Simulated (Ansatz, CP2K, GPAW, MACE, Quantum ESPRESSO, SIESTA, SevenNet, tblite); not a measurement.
# SIESTA runs on (5,5) carbon nanotube bundle (80 atoms)

Wanted: SIESTA inputs and outputs for (5,5) carbon nanotube bundle (80 atoms), checked against a plane-wave reference.

Method: the method is named at each step, in SIESTA 5.4.2.

## 1. The structure

The cell holds 80 atoms: 80 C. Cell: a = 10.081 Å, b = 10.081 Å, c = 9.840 Å, α = 90.0°, β = 90.0°, γ = 120.0°. It derives from C (graphene). Graphene sheet (a = 2.46 Å) rolled into a (5,5) tube of diameter 6.78 Å, 4 periods, hexagonal bundle with 3.3 Å between walls; not relaxed, displaced by a Gaussian of 0.02 Å. Then every atom was moved at random, 0.05 Å r.m.s. a Cartesian component. The structure's axis is c.

The yardstick, on the same geometry:

```
method                 : Kohn-Sham DFT, PBE, PAW, plane waves (Ansatz 0.2.0); cutoff 420 eV, Γ point, fermi-dirac smearing of 0.05 eV; PAW set soft_2
r.m.s. force component : 3.574 eV/Å
longest force          : 12.31 eV/Å
pressure               : 9.874 GPa
SCF cycles             : 9
time                   : 9.4 s on 4 threads of Arm Neoverse V1, shared host
CPU time               : 35 s
```

## 2. PBE, DZP, shift 0.01 Ry, mesh 300 Ry

Method: Kohn-Sham DFT, PBE, PseudoDojo 0.4.1 norm-conserving pseudopotentials (converted to PSML), numerical atomic orbitals (DZP), diagonalisation.

The .psml files are PseudoDojo norm-conserving potentials that we converted to this format, checked against plane waves on the same files for H, C, O, Si, Ge and Ca alone.

The input, input.fdf:

```
SystemLabel cell
NumberOfAtoms 80
NumberOfSpecies 1
%block ChemicalSpeciesLabel
  1 6 C
%endblock ChemicalSpeciesLabel
LatticeConstant 1.0 Ang
%block LatticeVectors
  10.08135 0.00000 0.00000
  -5.04067 8.73070 0.00000
  0.00000 0.00000 9.84000
%endblock LatticeVectors
PAO.BasisSize DZP
PAO.EnergyShift 0.01 Ry
XC.Functional GGA
XC.Authors PBE
MeshCutoff 300 Ry
%block kgrid_Monkhorst_Pack
  1 0 0 0.0
  0 1 0 0.0
  0 0 1 0.0
%endblock kgrid_Monkhorst_Pack
SolutionMethod diagon
OccupationFunction FD
ElectronicTemperature 580 K
SCF.Mixer.Method Pulay
SCF.Mixer.Weight 0.05
SCF.Mixer.History 8
SCF.Mix Hamiltonian
MaxSCFIterations 300
SCF.DM.Tolerance 1e-04
SCF.H.Tolerance 1.0e-3 eV
WriteForces T
Write.HirshfeldPop T
Write.VoronoiPop T
Write.DM F
Write.H F
XML.Write F
AtomicCoordinatesFormat Fractional
%block AtomicCoordinatesAndAtomicSpecies
  0.36831 0.07859 0.12432 1
  0.38901 0.15384 0.99695 1
  0.37427 0.29408 0.00707 1
  0.33234 0.32989 0.12140 1
  0.23445 0.38922 0.12502 1
  0.14582 0.37087 0.25608 1
  0.99742 0.32948 0.00347 1
  0.91723 0.29025 0.11772 1
  0.77202 0.15265 0.13027 1
  0.71041 0.07622 0.25448 1
  0.62400 0.91278 0.99051 1
  0.61086 0.84554 0.12711 1
  0.63395 0.70995 0.13475 1
  0.65052 0.65117 0.24708 1
  0.77479 0.62645 0.25368 1
  0.84139 0.62504 0.12164 1
  0.99033 0.66434 0.12195 1
  0.08438 0.71884 0.24548 1
  0.22960 0.84707 0.25056 1
  0.29750 0.92963 0.12676 1
  0.36918 0.08249 0.36846 1
  0.39367 0.15332 0.24612 1
  0.36921 0.28946 0.25895 1
  0.33529 0.34335 0.38194 1
  0.23374 0.38069 0.37844 1
  0.16958 0.38850 0.49349 1
  0.99384 0.33917 0.24328 1
  0.92808 0.30363 0.38011 1
  0.76885 0.16104 0.36889 1
  0.69736 0.06730 0.50448 1
  0.62244 0.92499 0.25182 1
  0.61206 0.83873 0.37588 1
  0.62748 0.70096 0.38202 1
  0.66526 0.66816 0.50794 1
  0.77047 0.61598 0.50059 1
  0.83903 0.61712 0.36883 1
  0.99666 0.65839 0.37316 1
  0.09523 0.71627 0.50901 1
  0.22937 0.83744 0.50716 1
  0.29585 0.91984 0.38204 1
  0.36610 0.07434 0.62593 1
  0.38184 0.15988 0.49706 1
  0.37371 0.28506 0.49547 1
  0.33993 0.34622 0.62042 1
  0.23399 0.38644 0.62631 1
  0.14622 0.38439 0.75731 1
  0.00272 0.33270 0.49827 1
  0.91460 0.28880 0.61963 1
  0.76242 0.14563 0.62893 1
  0.71222 0.08694 0.75171 1
  0.63197 0.92016 0.50098 1
  0.62217 0.85004 0.62103 1
  0.63874 0.72307 0.62247 1
  0.66621 0.66056 0.74695 1
  0.77900 0.61192 0.74680 1
  0.82856 0.60794 0.62744 1
[... 20 atom lines left out ...]
  0.00565 0.66528 0.87296 1
  0.07857 0.71533 0.99687 1
  0.23301 0.83911 0.99462 1
  0.29640 0.92402 0.86561 1
%endblock AtomicCoordinatesAndAtomicSpecies
```

The run is started by

```console
$ OMP_NUM_THREADS=1 mpirun -np 2 siesta < input.fdf > output.txt
```

The log of the run:

```text
Version         : 5.4.2
reinit: System Name:
reinit: System Label: cell
initatom: Reading input for the pseudopotentials and atomic orbitals ----------
Species number:   1 Atomic number:    6 Label: C
Ground state valence configuration (from tables):   2s02  2p02  3d00  4f00
---- Processing specs for species: C
GGA--PBE XC_GGA_X_PBE--XC_GGA_C_PBE pb
C pseudopotential only contains V_ls up to l=1 -- lmxkb reset.
Using PAO.SplitTailNorm
%block ChemicalSpeciesLabel
    1    6 C                       # Species index, atomic number, species label
%endblock ChemicalSpeciesLabel
%block PAO.Basis                 # Define Basis set
C                     2                    # Species label, number of l-shells
 n=2   0   2                         # n, l, Nzeta
   4.484      3.048
   1.000      1.000
 n=2   1   2 P   1                   # n, l, Nzeta, Polarization, NzetaPol
   5.436      3.692
   1.000      1.000
%endblock PAO.Basis
coor:   Atomic-coordinates input format  =     Fractional
siesta: System type = bulk
initatomlists: Number of atoms, orbitals, and projectors:     80  1040   640
siesta: ******************** Simulation parameters ****************************
Total number of electrons:   320.000000
Total ionic charge:   320.000000
 Kpoints in:            1 . Kpoints trimmed:            1
siesta: k-grid: Number of k-points = 1
siesta: k-points from Monkhorst-Pack grid
siesta: k-cutoff (effective) =     4.920 Ang
siesta: k-point supercell and displacements
siesta: k-grid:     1     0     0      0.000
siesta: k-grid:     0     1     0      0.000
siesta: k-grid:     0     0     1      0.000
                     ====================================
                        Single-point calculation
                     ====================================
outcell: Unit cell vectors (Ang):
       10.081350    0.000000    0.000000
       -5.040670    8.730700    0.000000
        0.000000    0.000000    9.840000
outcell: Cell vector modules (Ang)   :   10.081350   10.081343    9.840000
outcell: Cell angles (23,13,12) (deg):     90.0000     90.0000    120.0000
outcell: Cell volume (Ang**3)        :    866.0897
Gamma-point calculation with multiply-connected orbital pairs
Gamma-point calculation with multiply-connected orbital pairs
Folding of H and S implicitly performed
Folding of H and S implicitly performed
new_DM -- step:     1
Initializing Density Matrix...
Attempting to read DM from file... Failed...
DM filled with atomic data:
InitMesh: MESH = 96 x 96 x 108 = 995328
InitMesh: Mesh cutoff (required, used) =   300.000   332.935 Ry
stepf: Fermi-Dirac step function
        iscf     Eharris(eV)        E_KS(eV)     FreeEng(eV)     dDmax    Ef(eV) dHmax(eV)
   scf:    1   -12953.345905   -13048.559959   -13048.560186  1.904544 -5.502345  4.671985
   scf:    2   -13051.380692   -13049.997349   -13049.997574  0.008032 -5.429618  4.056846
   scf:    3   -13057.401391   -13055.302041   -13055.302266  0.072448 -4.822906  2.252323
   scf:    4   -13056.823398   -13056.227677   -13056.227888  0.025604 -4.598440  0.599797
   scf:    5   -13056.343426   -13056.299208   -13056.299418  0.012966 -4.484771  0.434934
   scf:    6   -13056.485503   -13056.423672   -13056.423883  0.004578 -4.489585  0.133760
   scf:    7   -13056.436589   -13056.431784   -13056.431994  0.001264 -4.487388  0.039157
   scf:    8   -13056.431090   -13056.431548   -13056.431758  0.000982 -4.496009  0.034134
   scf:    9   -13056.434177   -13056.433004   -13056.433213  0.001296 -4.493592  0.015212
   scf:   10   -13056.433348   -13056.433194   -13056.433403  0.000521 -4.500275  0.010261
   scf:   11   -13056.433373   -13056.433288   -13056.433498  0.000239 -4.499235  0.006198
   scf:   12   -13056.433374   -13056.433336   -13056.433545  0.000260 -4.500758  0.002047
   scf:   13   -13056.433340   -13056.433338   -13056.433548  0.000021 -4.500849  0.001825
   scf:   14   -13056.433346   -13056.433343   -13056.433552  0.000063 -4.501209  0.000834
SCF Convergence by DM+H criterion
max |DM_out - DM_in|         :     0.0000628061
max |H_out - H_in|      (eV) :     0.0008337844
SCF cycle converged after 14 iterations
Using DM_out to compute the final energy and forces
siesta: E_KS(eV) =           -13056.4333
siesta: E_KS - E_eggbox =    -13056.4333
siesta: Atomic forces (eV/Ang):
     1    1.178683    5.391525   -2.661440
     2   -0.629531    1.476203    1.132147
     3    2.122599   -2.863987   -7.494468
     4    0.778487    1.198665    7.440029
     5   -3.968853    0.058267    1.859362
     6    3.665627    2.179316   -3.762717
     7    1.919065    2.643469   -4.017778
     8   -2.414940   -1.944698    4.721918
     9   -1.179435   -0.694421   -3.683980
    10   -0.410062    5.584170   -2.061529
    11   -0.222418   -0.075881    5.339972
    12    0.388795   -1.952889   -1.021317
[...]
76    1.178380   -0.989175    3.087778
    77   -1.705429   -1.144197   -1.198878
    78    1.156895   -0.183962    1.419577
    79    0.845694    2.827564    2.067023
    80   -0.272669   -9.416865    5.663162
----------------------------------------
   Tot    0.003309   -0.003172    0.004487
----------------------------------------
   Max   12.288387
   Res    3.993701    sqrt( Sum f_i^2 / 3N )
----------------------------------------
   Max   12.288387    constrained
Stress tensor Voigt[x,y,z,yz,xz,xy] (kbar):     -153.67     -202.96     -167.36        3.75      -16.32        6.95
(Free)E + p*V (eV/cell)   -12962.0172
Target enthalpy (eV/cell)   -13056.4336
siesta: Program's energy decomposition (eV):
siesta: Ebs     =     -4423.400695
siesta: Eions   =     22572.937445
siesta: Ena     =      5930.807565
siesta: Ekin    =      9040.174024
siesta: Enl     =      -457.238166
siesta: DEna    =      -339.646711
siesta: DUscf   =        24.513554
siesta: Ex      =     -4272.709509
siesta: Ec      =      -409.396655
siesta: Exc     =     -4682.106163
siesta: Eharris =    -13056.433346
siesta: Etot    =    -13056.433343
siesta: FreeEng =    -13056.433552
siesta: Final energy (eV):
siesta:  Band Struct. =   -4423.400695
siesta:       Kinetic =    9040.174024
siesta:       Hartree =    6672.309518
siesta:         Exch. =   -4272.709509
siesta:         Corr. =    -409.396655
siesta:   Exch.-corr. =   -4682.106163
siesta:  Ion-electron =  -21681.635589
siesta:       Ion-ion =   -2405.175132
siesta:         Total =  -13056.433343
siesta:         Fermi =      -4.501209
siesta: Stress tensor (static) (eV/Ang**3):
siesta:    -0.095910    0.004338   -0.010185
siesta:     0.004338   -0.126677    0.002340
siesta:    -0.010185    0.002340   -0.104456
siesta: Cell volume =        866.089666 Ang**3
siesta: Pressure (static):
siesta:                Solid            Molecule  Units
siesta:           0.00118732          0.00101417  Ry/Bohr**3
siesta:           0.10901458          0.09311716  eV/Ang**3
siesta:         174.66060558        149.19014259  kBar
    Orbital volume contribution        =          30.376182 eV
    (Free)E + p_basis*V_orbitals       =      -13026.057370 eV
    (Free)Eharris+ p_basis*V_orbitals  =      -13026.057374 eV
Hirshfeld Atomic Populations:
Atom #   charge [q] valence [e]  Species
     1    -0.011892    4.011892  C
     2     0.016902    3.983098  C
     3    -0.006628    4.006628  C
     4    -0.011911    4.011911  C
     5    -0.007858    4.007858  C
     6     0.016920    3.983080  C
     7     0.002768    3.997232  C
     8    -0.006632    4.006632  C
     9     0.010953    3.989047  C
    10    -0.014416    4.014416  C
    11    -0.005735    4.005735  C
    12     0.006426    3.993574  C
[...]
--------------------
 Total    -0.000024
Voronoi Atomic Populations:
Atom #   charge [q] valence [e]  Species
[...]
76     0.013091    3.986909  C
    77     0.003427    3.996573  C
    78    -0.004296    4.004296  C
    79     0.003152    3.996848  C
    80    -0.005187    4.005187  C
--------------------
 Total    -0.000024
```

Wall time 85 s (2 MPI ranks of Arm Neoverse V1, shared host); peak memory 1 GiB.

Banners, paths, timers and routine set-up lines are dropped from the logs unmarked, and long logs keep their key lines alone; longer cuts are marked.

Numbers from this run, and their distance from the reference:

```
r.m.s. force component                  : 3.994 eV/Å
r.m.s. difference of force components   : 480.9 meV/Å
longest difference of force vectors     : 1425 meV/Å
force difference over r.m.s. force      : 13.46 %
slope of forces against the reference's : 1.115
correlation of force components         : 0.998
pressure                                : 17.47 GPa
pressure difference                     : 7.592 GPa
```

This run lies far from the reference in forces at the same functional.

A closer look about C2, picked at random: 10 atoms, nearest first, numbered in the order of the input, with positions taken from that point.

```csv
atom,x,y,z,distance (Å),bonds,Hirshfeld charge (e),Fx,Fy,Fz (eV/Å)
C2,0.00,0.00,0.00,0.00,3,0.02,-0.63,1.48,1.13
C1,0.17,-0.66,1.25,1.43,3,-0.01,1.18,5.39,-2.66
C61,0.18,-0.72,-1.23,1.43,3,-0.01,0.12,8.85,2.07
C3,-0.86,1.22,0.10,1.50,3,-0.01,2.12,-2.86,-7.49
C20,0.21,-1.96,1.28,2.35,3,0.00,-0.31,-9.48,-2.10
C62,-0.04,0.02,-2.36,2.36,3,0.00,-0.42,1.27,-4.79
C80,0.22,-2.01,-1.29,2.40,3,-0.01,-0.27,-9.42,5.66
C4,-1.46,1.54,1.22,2.45,3,-0.01,0.78,1.20,7.44
C22,0.05,0.00,2.45,2.45,3,-0.01,-2.69,5.11,1.69
C64,-1.49,1.58,-1.21,2.48,3,0.00,-1.13,1.77,2.46
```

Forces lie 13 % from the reference's, at 4.8 times its CPU time (on 2 against 4 cores).

## 3. Summary of results

| Item | Value |
| --- | --- |
| force difference from the reference | SIESTA PBE, DZP, shift 0.01 Ry, mesh 300 Ry, 13 % |
| its CPU time | 2.8 min |

**Reading.** The PBE run in local orbitals differs by 13 % (SIESTA PBE, DZP, shift 0.01 Ry, mesh 300 Ry); basis, grid and potentials can all enter. SIESTA PBE, DZP, shift 0.01 Ry, mesh 300 Ry stiffens the forces by a factor of 1.12 while following their directions (correlation 0.998). In pressure, SIESTA PBE, DZP, shift 0.01 Ry, mesh 300 Ry misses by +7.6 GPa, at the same functional. The reference's stress is far from hydrostatic: its diagonal is 9.8, 14.3, 5.5 GPa, compression counted positive. The reference's pressure of 9.9 GPa belongs to a cell and atoms that aren't relaxed at this level. The electronic-structure runs sample only Γ, in a cell whose shortest periodic width is 9 Å.

[Also dropped from logs without a mark: logging warnings of Python, and SIESTA's first energy breakdown and zero terms.]

[Logs are printed without paths, hosts, clocks, repeated set-up lines and the standing remarks that a program may print on its own settings, such as how far it seeks lower states.]

[Hosts, paths, dates, database ids (printed as entryN), source tags and the programs' standing remarks are cut or masked in the printed files.]
